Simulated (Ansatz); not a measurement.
# Random alloy of the fcc Cu-Al line, x = 0.0156 (128 atoms), relaxed: mesh and functional compared

Which bonds does the relaxation leave, and how do forces and pressure change with k-mesh and functional?

Calculated with Ansatz 0.2.0: Kohn-Sham DFT, PBE, PAW (set soft_2), plane waves; cutoff 420 eV, k-mesh 2×2×2, fermi-dirac smearing of 0.1 eV.

**The cell**

The cell holds 128 atoms: 126 Cu and 2 Al. Cell: a = 12.614 Å, b = 12.614 Å, c = 12.614 Å, α = 109.5°, β = 109.5°, γ = 109.5°. It derives from Cu (fcc Cu-Al) and Al. Fcc Cu-Al: 128 atoms, 2 of 128 Cu sites given to Al at random, cell and internal coordinates interpolated linearly between the end members (Vegard's rule); not relaxed, displaced by a Gaussian of 0.02 Å. Lattice constants are starting values near those of PBE.

Cell and atoms were relaxed with PBE. The walk converged after 3 steps by the program's count, with a largest force component of 0.00473 eV/Å; it began at an r.m.s. force component of 0.14 eV/Å. The edges went from 12.614, 12.614, 12.614 to 12.594, 12.594, 12.592 Å, and the volume from 12.072 to 12.013 Å³ an atom (-0.5 %).

The input of the reference single point:

```yaml
crystal:
  lattice:
    - [-7.27057, 7.27195, 7.27127]
    - [7.27207, -7.27043, 7.27126]
    - [7.26986, 7.26973, -7.26976]
  atoms:
    - { symbol: Cu, position: [0.50016, 0.00014, 2.0e-05] }
    - { symbol: Cu, position: [0.75014, 0.1252, 0.12486] }
    - { symbol: Cu, position: [0.62522, 0.25017, 0.12535] }
    - { symbol: Cu, position: [0.62513, 0.12512, 0.25001] }
    [... 122 atom lines left out ...]
    - { symbol: Cu, position: [0.1255, 0.00041, 0.87535] }
    - { symbol: Cu, position: [0.12563, 0.87544, 0.00025] }
kpoints:
  mp_grid: { grid: [2, 2, 2] }
hamiltonian:
  xc: pbe
scf:
  occupations: { method: fermi_dirac, width: 0.1 }
output:
  forces: true
  stress: true
  populations: true
  dos:
    method: { smearing: { sigma: 0.08 } }
    de: 0.05
    projected: { site_lists: { Al: [Al], Cu: [Cu] } }
  eigenvalues: true
  write_density: true
  write_potential: true
  volumetric_format: npy
```

**Bonds after relaxation**

Neighbours by pair of elements; one cutoff, the widest of the pairs' first minima of g(r), serves all pairs of this metal:

```tsv
pair A-B	cutoff (Å)	bonds	mean length (Å)	spread (Å)	shortest (Å)	B about A	A about B
Cu-Cu	2.98	744	2.57	0.004	2.56	11.8	11.8
Cu-Al	2.98	24	2.58	0.002	2.58	0.19	12
```

How many atoms have how many bonded neighbours:

```tsv
element	mean	12
Al	12	2
Cu	12	126
```

**Levels of theory**

Single points at the relaxed geometry:

| functional | k-mesh | pressure (GPa) | r.m.s. force component (eV/Å) | SCF cycles | time |
| --- | --- | --- | --- | --- | --- |
| PBE | 2×2×2 | 0.00 | 0.002 | 9 | 18 s |
| PBE | 3×3×3 | -0.23 | 0.003 | 9 | 47 s |
| r2SCAN | 2×2×2 | -6.32 | 0.008 | 15 | 29 s |
| PBEsol | 2×2×2 | -7.92 | 0.011 | 10 | 17 s |

Cutoffs: 420 eV for PBE and PBEsol; 500 eV for r2SCAN.

**Findings**

Every run has partly filled levels at the Fermi energy, as in a metal. Against the reference the pressure changes with r2SCAN by -6.3 GPa and PBEsol by -7.9 GPa; a negative change means a smaller volume than PBE would take. The denser mesh moves the energy by -2.6 meV/atom and the pressure by -0.23 GPa.

Limits: All single points share the geometry relaxed with PBE. One random arrangement of the atoms on their sites. In some runs the program notes that it cut back its plan to fit the GPU's memory.

[Logs are printed without paths, hosts, clocks, repeated set-up lines and the standing remarks that a program may print on its own settings, such as how far it seeks lower states.]

[Hosts, paths, dates, database ids (printed as entryN), source tags and the programs' standing remarks are cut or masked in the printed files.]
